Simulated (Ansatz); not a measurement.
## HoBeCuBi2: relaxing a made-up structure

Starting from a made-up structure for HoBeCuBi2, the aim is the relaxed cell, its shortest contacts and, where a second run follows, its electronic structure.

Program: Ansatz 0.2.0. Level of theory: DFT, PBEsol, plane-wave PAW, default files, scalar-relativistic, ferromagnetic start, cell and ions relaxed at zero pressure. Results are calculated unless marked as measured.

In doubt: a part-filled 4f shell, where there is one, can sit in one of many states, so energies may not be the lowest and differences between runs may mislead; derivatives with an open 4f shell can jump between states, which bears on forces and vibrations.

## (1) The structure

It takes space group P3m1 (No. 156, trigonal). Conventional cell: a = 4.317 Å, b = 4.317 Å, c = 7.149 Å, α = 90.00°, β = 90.00°, γ = 120.00°. Bi has 3 Cu at 2.59 Å and 1 Be at 2.66 Å and 3 Ho at 3.07 Å nearest. Nearest to Bi lie 3 Be at 2.60 Å and 1 Cu at 2.71 Å and 3 Ho at 3.17 Å. Ho has 6 Bi at 3.07 to 3.17 Å nearest. Nearest to Cu lie 4 Bi at 2.59 to 2.71 Å. Be has 4 Bi at 2.60 to 2.66 Å nearest. Farther neighbours are not listed.

## (2) Relaxation of the guess

The guess takes its coordinates from another compound and its volume from a rule, so the cell and any free coordinates are relaxed together.

The input, input.yaml:

```yaml
crystal:
  lattice:
    - [4.317, 0.0, 0.0]
    - [-2.1585, 3.738631668, 0.0]
    - [0.0, 0.0, 7.149]
  atoms:
    - { symbol: Bi, position: [0.0, 0.0, 0.7412] }
    - { symbol: Bi, position: [0.666666667, 0.333333333, 0.2651] }
    - { symbol: Ho, position: [0.333333333, 0.666666667, 0.9918], spin: 4.0 }
    - { symbol: Cu, position: [0.666666667, 0.333333333, 0.6446], spin: 0.6 }
    - { symbol: Be, position: [0.0, 0.0, 0.3694] }
magnetization:
  spin_polarized: true
kpoints:
  mp_grid: { grid: [7, 7, 4] }
scf:
  occupations: { method: fermi_dirac, width: 0.05 }
hamiltonian:
  xc: pbesol
  pseudopotentials: { kind: paw }
relax:
  f_tol: 0.015
  max_steps: 70
  cell: {}
output:
  forces: true
  stress: true
```

On the command line:

```sh
> ansatz run input.yaml --threads 4 --pin off --max-ram 10240MiB --backend cpu --events-out ev --progress --plain --runs-dir out
```

Numbers of over 12 decimals in the logs are rounded to 6 here.

The log of the run:

```text
Engine: ansatz 0.2.0, x86_64-unknown-linux-gnu
Pseudopotentials: kind: paw
Pseudopotential: Bi, paw, valence charge 15, recommended cutoff 420 eV (normal), Bi.paw.azcp
Pseudopotential: Ho, paw, valence charge 21, recommended cutoff 420 eV (normal), Ho.paw.azcp
Pseudopotential: Cu, paw, valence charge 19, recommended cutoff 420 eV (normal), Cu.paw.azcp
Pseudopotential: Be, paw, valence charge 2, recommended cutoff 420 eV (normal), Be.paw.azcp
Functional definition: PBEsol
  exchange = pbesol_x
  correlation = pbesol_c
Crystal: 5 atoms, lattice volume = 115.383 Å³
Basis set: ecut = 420 eV, 2249 PW (Γ), exchange–correlation on 60×60×96 points (8 copies of the dense FFT grid, shifted against one another)
Bands: 46, of which v1, the nominal top of the filled ones, is band 36 counted from 1 (35 counted from 0)
Symmetry: 6 space group operations
Space group: P3m1 (ITA 156), of the structure as read, at distance tolerance 4.9e-5 Å
Magnetic group: BNS 156.49 (UNI 1279), of the structure as read, at distance tolerance 4.9e-5 Å
k-points: 28 of 196 (time reversal used)
Non-local potential: Bi, projectors of the file, l = 0: 2, l = 1: 2, l = 2: 2, l = 3: 2
Non-local potential: Ho, projectors of the file, l = 0: 3, l = 1: 2, l = 2: 2, l = 3: 3
Non-local potential: Cu, projectors of the file, l = 0: 3, l = 1: 2, l = 2: 3, l = 3: 1
Non-local potential: Be, projectors of the file, l = 0: 2, l = 1: 2, l = 2: 1
PAW form: soft (Blöchl's): semilocal exchange-correlation on the pseudo side does not see the compensation charge
PAW frozen core: Bi, regenerated for the run's functional, and the local potential with it (the file was generated under x = pbe(κ = 0.804, μ = 0.219515), c = pbe(β = 0.066725))
PAW frozen core: Ho, regenerated for the run's functional, and the local potential with it (the file was generated under x = pbe(κ = 0.804, μ = 0.219515), c = pbe(β = 0.066725))
PAW frozen core: Cu, regenerated for the run's functional, and the local potential with it (the file was generated under x = pbe(κ = 0.804, μ = 0.219515), c = pbe(β = 0.066725))
PAW frozen core: Be, regenerated for the run's functional, and the local potential with it (the file was generated under x = pbe(κ = 0.804, μ = 0.219515), c = pbe(β = 0.066725))
PAW one-centre angular grid: Bi, 590 points (default); XC on 64 Gauss nodes
PAW one-centre angular grid: Ho, 590 points (default); XC on 64 Gauss nodes
PAW one-centre angular grid: Cu, 590 points (default); XC on 64 Gauss nodes
PAW one-centre angular grid: Be, 110 points (default); XC on 64 Gauss nodes
Initial density: superposition of atomic densities (chi_scale 0.1, normalization cell, long waves kept (reshape's long-wave potential 0.05 eV rms))
Starting moments: Σ|m| = 4.6 μB on 2 of 5 sites
Initial wavefunctions: pseudopotential atomic-orbital guess
Functional: x = pbesol(κ = 0.804, μ = 0.123457), c = pbesol(β = 0.046)
SCF iter   1: F=—  HF=-42380.731398 eV  |F-HF|=—  |Δ(HF+E_count)|=         —  Δρ=2.72e-1 (↑2.36e-1 ↓2.72e-1)  dr2=3.35e2  dr2_m=4.01e-1  M=4.337 μB ∫|m|=4.380 μB  β_m=0.30  ethr=3.10e-3  ⟨swp⟩=6.8  Hψ=10834  notcnv=0
Mixer restart at iter 1: flushing history
preconditioner: auto → Kerker (q_TF=auto, 2.522 Å⁻¹)  [metal: Δε(μ)=0.002 eV  Ē_g=13.467 eV  σ=0.050 eV  W_gap=0.01  n_scr=34 (ndim 8)  ℏωp=27.2 eV  f_vac=0.008  D(μ)=27.79/eV (n_scr^D=548)]
spin=Collinear: Kerker preconditioning applied to the charge; magnetization (m = ρ↑ − ρ↓) channel mixes plain (no charge-response kernel on spin).
SCF iter   2: F=—  HF=-42388.307927 eV  |F-HF|=—  |Δ(HF+E_count)|=    7.58e0  Δρ=1.29e-1 (↑1.18e-1 ↓1.29e-1)  dr2=3.71e1  dr2_m=8.70e-2  M=3.628 μB ∫|m|=3.658 μB  β_m=0.25  ethr=3.10e-3  ⟨swp⟩=4.4  Hψ=7530  notcnv=0  defer=9
SCF iter   3: F=—  HF=-42374.088178 eV  |F-HF|=—  |Δ(HF+E_count)|=    1.42e1  Δρ=7.01e-2 (↑6.15e-2 ↓7.01e-2)  dr2=1.19e1  dr2_m=6.17e-2  M=3.590 μB ∫|m|=3.629 μB  β_m=0.52  ethr=3.10e-3  ⟨swp⟩=3.0  Hψ=6962  notcnv=0  defer=87
SCF iter   4: F=—  HF=-42371.412911 eV  |F-HF|=—  |Δ(HF+E_count)|=    2.68e0  Δρ=8.30e-3 (↑6.41e-3 ↓8.30e-3)  dr2=7.84e-1  dr2_m=1.26e-2  M=3.555 μB ∫|m|=3.583 μB  β_m=0.72  ethr=3.10e-3  ⟨swp⟩=3.1  Hψ=6898  notcnv=0  defer=96
SCF iter   5: F=—  HF=-42371.694867 eV  |F-HF|=—  |Δ(HF+E_count)|=   2.82e-1  Δρ=1.63e-2 (↑1.56e-2 ↓1.63e-2)  dr2=9.59e-1  dr2_m=9.65e-4  M=3.474 μB ∫|m|=3.499 μB  β_m=0.53  ethr=1.09e-3  ⟨swp⟩=3.3  Hψ=5883  notcnv=0  defer=84
SCF iter   6: F=—  HF=-42371.419253 eV  |F-HF|=—  |Δ(HF+E_count)|=   2.76e-1  Δρ=9.83e-3 (↑9.65e-3 ↓9.83e-3)  dr2=3.69e-1  dr2_m=1.51e-3  M=3.517 μB ∫|m|=3.537 μB  β_m=0.66  ethr=1.09e-3  ⟨swp⟩=3.6  Hψ=5444  notcnv=0  defer=92
SCF iter   7: F=—  HF=-42371.366145 eV  |F-HF|=—  |Δ(HF+E_count)|=   5.31e-2  Δρ=4.15e-3 (↑3.66e-3 ↓4.15e-3)  dr2=4.80e-2  dr2_m=6.53e-4  M=3.531 μB ∫|m|=3.549 μB  β_m=0.75  ethr=5.12e-4  ⟨swp⟩=2.2  Hψ=4523  notcnv=0  defer=87
SCF iter   8: F=—  HF=-42371.371479 eV  |F-HF|=—  |Δ(HF+E_count)|=   5.33e-3  Δρ=3.95e-3 (↑3.76e-3 ↓3.95e-3)  dr2=4.62e-2  dr2_m=2.98e-4  M=3.552 μB ∫|m|=3.569 μB  β_m=0.88  ethr=6.66e-5  ⟨swp⟩=2.1  Hψ=4138  notcnv=0  defer=87
SCF iter   9: F=—  HF=-42371.365387 eV  |F-HF|=—  |Δ(HF+E_count)|=   6.09e-3  Δρ=7.47e-4 (↑6.74e-4 ↓7.47e-4)  dr2=2.14e-3  dr2_m=5.08e-6  M=3.561 μB ∫|m|=3.579 μB  β_m=0.94  ethr=6.42e-5  ⟨swp⟩=2.1  Hψ=4062  notcnv=0  defer=87
SCF iter  10: F=—  HF=-42371.365272 eV  |F-HF|=—  |Δ(HF+E_count)|=   1.15e-4  Δρ=2.91e-4 (↑1.47e-4 ↓2.91e-4)  dr2=3.13e-4  dr2_m=8.64e-6  M=3.559 μB ∫|m|=3.576 μB  β_m=0.97  ethr=2.98e-6  ⟨swp⟩=2.0  Hψ=4777  notcnv=0  defer=87
SCF iter  11: F=—  HF=-42371.365337 eV  |F-HF|=—  |Δ(HF+E_count)|=   6.51e-5  Δρ=1.72e-4 (↑1.57e-4 ↓1.72e-4)  dr2=1.18e-4  dr2_m=1.81e-6  M=3.557 μB ∫|m|=3.574 μB  β_m=0.98  ethr=4.35e-7  ⟨swp⟩=2.0  Hψ=4422  notcnv=0  defer=87
SCF iter  12: F=—  HF=-42371.365345 eV  |F-HF|=—  |Δ(HF+E_count)|=   7.82e-6  Δρ=1.18e-4 (↑1.09e-4 ↓1.18e-4)  dr2=4.59e-5  dr2_m=4.86e-7  M=3.556 μB ∫|m|=3.574 μB  β_m=0.86  ethr=1.63e-7  ⟨swp⟩=2.2  Hψ=3733  notcnv=0  defer=87
SCF iter  13: F=—  HF=-42371.365333 eV  |F-HF|=—  |Δ(HF+E_count)|=   1.18e-5  Δρ=6.73e-5 (↑6.64e-5 ↓6.73e-5)  dr2=1.37e-5  dr2_m=1.06e-8  M=3.556 μB ∫|m|=3.574 μB  β_m=0.83  ethr=6.37e-8  ⟨swp⟩=2.0  Hψ=4588  notcnv=0  defer=87
SCF iter  14: F=—  HF=-42371.365332 eV  |F-HF|=—  |Δ(HF+E_count)|=   1.81e-6  Δρ=2.20e-5 (↑1.90e-5 ↓2.20e-5)  dr2=1.43e-6  dr2_m=1.24e-8  M=3.556 μB ∫|m|=3.574 μB  β_m=0.90  ethr=1.91e-8  ⟨swp⟩=2.0  Hψ=4205  notcnv=0  defer=87
[...]
SCF iter  10: F=—  HF=-42371.423136 eV  |F-HF|=—  |Δ(HF+E_count)|=   8.55e-8  Δρ=6.08e-6 (↑4.79e-6 ↓6.08e-6)  dr2=9.91e-8  dr2_m=4.89e-9  M=3.521 μB ∫|m|=3.543 μB  β_m=0.98  ethr=9.59e-10  ⟨swp⟩=2.0  Hψ=3605  notcnv=0
SCF iter  11: F=-42371.423136 eV  HF=-42371.423136 eV  |F-HF|=5.02e-7  |Δ(HF+E_count)|=   6.60e-8  Δρ=1.80e-5 (↑1.66e-6 ↓1.80e-5)  dr2=4.05e-7  dr2_m=8.99e-8  M=3.520 μB ∫|m|=3.543 μB  ethr=1.38e-10  ⟨swp⟩=3.0  Hψ=10253  notcnv=0
SCF 3 converged in 11 iterations: F = -42371.423136 eV  dr2 = 4.05e-7
relax step   3: F+E_penalty+E_count = -42371.42313569 eV  Δ(F+E_penalty+E_count) = -1.424e-2 eV  max|allowed force component| = 2.667e-2 eV/Å  Δτ_max = 0.0438 Å  P = -0.073 GPa  Ω = 117.345 Å³  energy of the carried Pulay correction = -5.082e-4 eV  (11 SCF iters, dr2 threshold 5.00e-7 eV, accepted)
[...]
relax step   4: F+E_penalty+E_count = -42371.42332798 eV  Δ(F+E_penalty+E_count) = -1.923e-4 eV  max|allowed force component| = 1.191e-2 eV/Å  Δτ_max = 0.0070 Å  P = -0.006 GPa  Ω = 117.239 Å³  energy of the carried Pulay correction = -4.809e-4 eV  (8 SCF iters, dr2 threshold 4.45e-8 eV, accepted)
Initial wavefunctions: pseudopotential atomic-orbital guess (no wavefunctions were taken with the density)
iter 1 solved again at ethr=5.39e-7 eV; its pass at ethr=3.10e-3 eV (dr2=3.88e-4 eV) is discarded
SCF iter   1: F=—  HF=-42371.423610 eV  |F-HF|=—  |Δ(HF+E_count)|=         —  Δρ=1.20e-4 (↑1.20e-4 ↓1.17e-4)  dr2=1.50e-6  dr2_m=3.66e-8  M=3.522 μB ∫|m|=3.544 μB  β_m=0.65  ethr=5.39e-7  ⟨swp⟩=3.5  Hψ=18539  notcnv=0
preconditioner: auto → Kerker (q_TF=auto, 2.515 Å⁻¹)  [metal: Δε(μ)=0.029 eV  Ē_g=14.140 eV  σ=0.050 eV  W_gap=0.14  n_scr=34 (ndim 8)  ℏωp=27.0 eV  f_vac=0.022  D(μ)=6.43/eV (n_scr^D=66)]
spin=Collinear: Kerker preconditioning applied to the charge; magnetization (m = ρ↑ − ρ↓) channel mixes plain (no charge-response kernel on spin).
SCF iter   2: F=—  HF=-42371.423777 eV  |F-HF|=—  |Δ(HF+E_count)|=   1.67e-4  Δρ=4.50e-5 (↑4.50e-5 ↓4.44e-5)  dr2=8.27e-7  dr2_m=6.90e-9  M=3.522 μB ∫|m|=3.544 μB  β_m=0.58  ethr=2.09e-9  ⟨swp⟩=2.7  Hψ=4921  notcnv=0
SCF iter   3: F=—  HF=-42371.423796 eV  |F-HF|=—  |Δ(HF+E_count)|=   1.88e-5  Δρ=2.49e-5 (↑2.49e-5 ↓2.43e-5)  dr2=4.82e-7  dr2_m=1.37e-9  M=3.522 μB ∫|m|=3.544 μB  β_m=0.49  ethr=1.15e-9  ⟨swp⟩=2.0  Hψ=4592  notcnv=0
SCF iter   4: F=—  HF=-42371.423802 eV  |F-HF|=—  |Δ(HF+E_count)|=   5.92e-6  Δρ=2.22e-6 (↑2.14e-6 ↓2.22e-6)  dr2=1.18e-8  dr2_m=6.09e-11  M=3.522 μB ∫|m|=3.544 μB  β_m=0.42  ethr=6.69e-10  ⟨swp⟩=2.0  Hψ=4510  notcnv=0
SCF iter   5: F=—  HF=-42371.423802 eV  |F-HF|=—  |Δ(HF+E_count)|=   4.13e-9  Δρ=1.46e-6 (↑1.40e-6 ↓1.46e-6)  dr2=5.88e-9  dr2_m=2.48e-11  M=3.522 μB ∫|m|=3.544 μB  β_m=0.49  ethr=1.65e-11  ⟨swp⟩=2.2  Hψ=4597  notcnv=0
SCF iter   6: F=—  HF=-42371.423802 eV  |F-HF|=—  |Δ(HF+E_count)|=   1.53e-8  Δρ=5.56e-7 (↑5.23e-7 ↓5.56e-7)  dr2=1.11e-9  dr2_m=5.72e-11  M=3.522 μB ∫|m|=3.544 μB  β_m=0.74  ethr=8.16e-12  ⟨swp⟩=2.0  Hψ=4321  notcnv=0
SCF iter   7: F=—  HF=-42371.423803 eV  |F-HF|=—  |Δ(HF+E_count)|=   1.13e-6  Δρ=7.27e-7 (↑2.35e-7 ↓7.27e-7)  dr2=7.22e-10  dr2_m=1.02e-10  M=3.522 μB ∫|m|=3.544 μB  β_m=0.87  ethr=1.54e-12  ⟨swp⟩=2.0  Hψ=4392  notcnv=0
SCF iter   8: F=—  HF=-42371.423803 eV  |F-HF|=—  |Δ(HF+E_count)|=   1.09e-9  Δρ=5.14e-7 (↑1.19e-7 ↓5.14e-7)  dr2=3.57e-10  dr2_m=6.61e-11  M=3.522 μB ∫|m|=3.544 μB  β_m=0.88  ethr=1.00e-12  ⟨swp⟩=2.0  Hψ=4413  notcnv=0
SCF iter   9: F=—  HF=-42371.423803 eV  |F-HF|=—  |Δ(HF+E_count)|=  4.15e-10  Δρ=2.11e-7 (↑7.63e-8 ↓2.11e-7)  dr2=6.24e-11  dr2_m=1.47e-11  M=3.522 μB ∫|m|=3.544 μB  β_m=0.94  ethr=1.00e-12  ⟨swp⟩=2.1  Hψ=4423  notcnv=0
SCF iter  10: F=—  HF=-42371.423803 eV  |F-HF|=—  |Δ(HF+E_count)|=  1.09e-10  Δρ=5.14e-8 (↑1.66e-8 ↓5.14e-8)  dr2=6.00e-12  dr2_m=6.79e-13  M=3.522 μB ∫|m|=3.544 μB  β_m=0.94  ethr=1.00e-12  ⟨swp⟩=2.0  Hψ=3217  notcnv=0
SCF iter  11: F=—  HF=-42371.423803 eV  |F-HF|=—  |Δ(HF+E_count)|=  1.46e-11  Δρ=2.59e-8 (↑2.24e-8 ↓2.59e-8)  dr2=2.38e-12  dr2_m=4.62e-14  M=3.522 μB ∫|m|=3.544 μB  β_m=0.97  ethr=1.00e-12  ⟨swp⟩=1.2  Hψ=2587  notcnv=0
SCF iter  12: F=-42371.423803 eV  HF=-42371.423803 eV  |F-HF|=4.37e-11  |Δ(HF+E_count)|=  7.28e-12  Δρ=1.34e-7 (↑1.67e-8 ↓1.34e-7)  dr2=2.50e-11  dr2_m=4.38e-12  M=3.522 μB ∫|m|=3.544 μB  ethr=1.00e-12  ⟨swp⟩=3.0  Hψ=9168  notcnv=0
SCF 5 converged in 12 iterations: F = -42371.423803 eV  dr2 = 2.50e-11
relax step   5: F+E_penalty+E_count = -42371.42380266 eV  Δ(F+E_penalty+E_count) = -4.747e-4 eV  max|allowed force component| = 1.193e-2 eV/Å  Δτ_max = 0.0000 Å  P = -0.007 GPa  Ω = 117.239 Å³  stress off target by 9.69e-3 GPa  SCF on the basis re-selected at this cell (its energy is not comparable with the rows above)  (12 SCF iters)
basis re-selected at this cell: Δ(F+E_penalty+E_count) = -4.747e-4 eV, ΔP = -0.001 GPa vs the last step (what re-selecting the basis moved, of the pressure what is left beyond the Pulay correction that the steps carried, after the strain that the cell walked since its last selection, with what the two solves' SCF thresholds leave and, on support functions, any second-order correction that the steps lacked; it is no m [...]
SCF converged after 12 iterations
Magnetization: 3.5218 μB (37.7609 up, 34.2391 down)
Absolute magnetization: 3.5416 μB (∫|ρ↑−ρ↓|, with the PAW one-centre terms)
Spin contamination: 0.0563 ħ² per cell (⟨S²⟩ above its minimum at these occupations)
Per-site moments (μB) at R_I (Å): [(0.00264887, 1.068978), (-4.7728517884416626e-5, 1.082951), (3.482503, 1.286496), (0.005266, 1.069669), (-0.00282562, 1.068978)]
Free energy (F): -42371.423803 eV
Harris-Foulkes:  -42371.423803 eV  (|F-HF|=4.37e-11)
Internal energy: -42371.367069 eV  (E = F + TS)
E sigma→0 (E₀):  -42371.395436 eV
Entropy (-TS):   -0.056734 eV (-11.347 meV/atom)
Fermi energy:    11.329563 eV
--- Per-component energies (eV) ---
  E_band       = -622.061610
  E_kinetic    = 1296.185508
  E_local      = -13109.339795  (includes V_loc(G=0)·N_el)
  E_nonlocal   = 2161.967153
  E_hartree    = 5464.700809
  E_xc         = -597.965629
  E_vxc        = -642.222687  (∫ρ·V_xc dr)
  E_paw        = -29608.969107  (= ΣΔE_a)
  E_vpaw       = -1258.053049  (= ΣTr[D̂ρ^β])
  E_aug_tail   = -0.000651  (compensation charges beyond the density's cutoff)
  E_ewald      = -7979.231686
  E_core_change = 1.286329  (= ΣΔE_core)
  E_smearing   = -0.056734  (= −TS)
  E_closure    = 0.000000  (closes the sum)
  Σ components = -42371.423803   (vs F -42371.423803, Δ=0.00e0)
--- Forces (eV/Å), atoms counted from 1 ---
  atom   1  Bi     0.00000000     0.00000000     0.00070918
  atom   2  Bi     0.00000000    -0.00000000     0.00104932
  atom   3  Ho     0.00000000     0.00000000     0.00541643
  atom   4  Cu    -0.00000000    -0.00000000    -0.01193144
  atom   5  Be     0.00000000     0.00000000     0.00475575
  max |Σ_I F_I| component: 7.49e-7 eV/Å
--- Stress (GPa, compression-positive) ---
       -0.005489      -0.000000       0.000000
        0.000000      -0.005489       0.000000
        0.000000       0.000000      -0.009688
  P = ⅓ Tr σ = -0.0069 GPa (-0.069 kbar)
--- Relaxed structure (4 steps of the walk, 4 accepted, 1 SCFs on fresh bases) ---
  F+E_penalty+E_count = -42371.42380266 eV   max|allowed force component| = 1.193e-2 eV/Å   (the final SCF, on the basis selected at the relaxed cell)
  cell:  # Å, volume = 117.2386 Å³
    - [4.342003, 1.850580826025006e-18, 3.2622686027537897e-18]
    - [-2.171001, 3.760285, -1.631134301376898e-18]
    - [5.402353078877802e-18, 0, 7.180585]
  atoms:
    - { symbol: Bi, position: [-1.256591956863692e-17, 7.401486829111084e-18, 0.735297] }
    - { symbol: Bi, position: [0.666667, 0.333333, 0.265802] }
    - { symbol: Ho, position: [0.333333, 0.666667, 0.993686] }
    - { symbol: Cu, position: [0.666667, 0.333333, 0.642916] }
    - { symbol: Be, position: [-1.1229703817124586e-17, 7.401486829111084e-18, 0.374399] }
```

The job ended after 36 s (4 threads of AMD EPYC 9R14 (Zen 4), shared host; peak memory 0.71 GiB).

Relaxation path:

```csv
step,energy less that of the first step (eV),largest force component (eV/Å),pressure (GPa),volume (Å³)
1,0.0000,0.3554,0.87,115.38
2,-0.0029,0.3792,-0.24,118.21
3,-0.0172,0.0267,-0.07,117.34
4,-0.0174,0.0119,-0.01,117.24
5*,-0.0178,0.0119,-0.01,117.24
```

Relaxation steps marked * repeat the geometry before them on a plane-wave basis chosen anew for their cell, so energy and pressure can jump there.

Forces are held to the 6 operations that the run works with; a distortion that breaks them can't arise in this run.

```csv
"conventional cell, symmetrised",before,after,change
a (Å),4.317,4.342,+0.6 %
b (Å),4.317,4.342,+0.6 %
c (Å),7.149,7.181,+0.4 %
volume (Å³/atom),23.08,23.45,+1.6 %
```

The atoms that moved most (Å, as changes of fractional coordinates times the final cell):

```csv
atom,dx,dy,dz,length
Bi1,0.000,0.000,-0.042,0.042
Be5,0.000,0.000,0.036,0.036
Ho3,0.000,0.000,0.014,0.014
Cu4,0.000,0.000,-0.012,0.012
Bi2,0.000,0.000,0.005,0.005
```

The relaxed structure:

```
Bi Ho Cu Be
1.0
     4.34200    0.00000    0.00000
    -2.17100    3.76028    0.00000
     0.00000    0.00000    7.18059
Bi Ho Cu Be
2 1 1 1
Direct
  0.00000 0.00000 0.73530
  0.66667 0.33333 0.26580
  0.33333 0.66667 0.99369
  0.66667 0.33333 0.64292
  0.00000 0.00000 0.37440
```

Numbers from this step:

| Property | Result |
| --- | --- |
| free energy | -42371.4238 eV |
| energy at zero smearing | -42371.3954 eV |
| smearing term TS | 0.05673 eV |
| Fermi energy | 11.33 eV |
| magnetization | 3.522 μB |
| absolute magnetization | 3.542 μB |
| site moments | 0.002649, -4.77e-5, 3.483, 0.005266, -0.002826 μB |
| electrons | 72 |
| symmetry operations | 6 |
| pressure | -0.006889 GPa |

Site moment by atom:

```csv
atom,site moment (μB)
Bi1,0.00
Bi2,0.00
Ho3,3.48
Cu4,0.01
Be5,0.00
```

Shortest distances by pair of elements, guess and relaxed (not always the same contact):

```csv
pair,guess (Å),relaxed (Å)
Be–Bi,2.602,2.591
Bi–Cu,2.586,2.593
Bi–Ho,3.069,3.119
Be–Cu,3.175,3.163
Cu–Ho,3.518,3.554
```

The relaxation ends with a largest force component of 0.012 eV/Å and a pressure of -0.01 GPa.

## (3) Summary of results

| Property | Result |
| --- | --- |
| space group, relaxed | P3m1 |
| conventional cell | a = 4.342, b = 4.342, c = 7.181 Å; α = 90.0°, β = 90.0°, γ = 120.0° |
| volume per atom | 23.45 Å³ (guess 23.08) |
| total moment | 3.52 μB in the cell of 5 atoms |

HoBeCuBi2 relaxes to P3m1 with a = 4.342, b = 4.342 and c = 7.181 Å. The guessed volume was 2 % too small. The space group P3m1 was held in the relaxation, so the end point is a stationary structure within it and may be a saddle against distortions or other arrangements. The input starts from parallel moments, and no other start was typed. The f shell may be open and has no Hubbard U, so its place in energy and the volume are uncertain. The electronic state may lie above the lowest one. Mesh and cutoff weren't tested. Spin-orbit coupling is left out, which can matter for elements this heavy. No dispersion term is used, so weakly bound directions may come out too long. Nothing here tests whether the compound is stable against decomposition.

[Logs are printed without paths, hosts, clocks, repeated set-up lines and the standing remarks that a program may print on its own settings, such as how far it seeks lower states.]

[Hosts, paths, dates, database ids (printed as entryN), source tags and the programs' standing remarks are cut or masked in the printed files.]
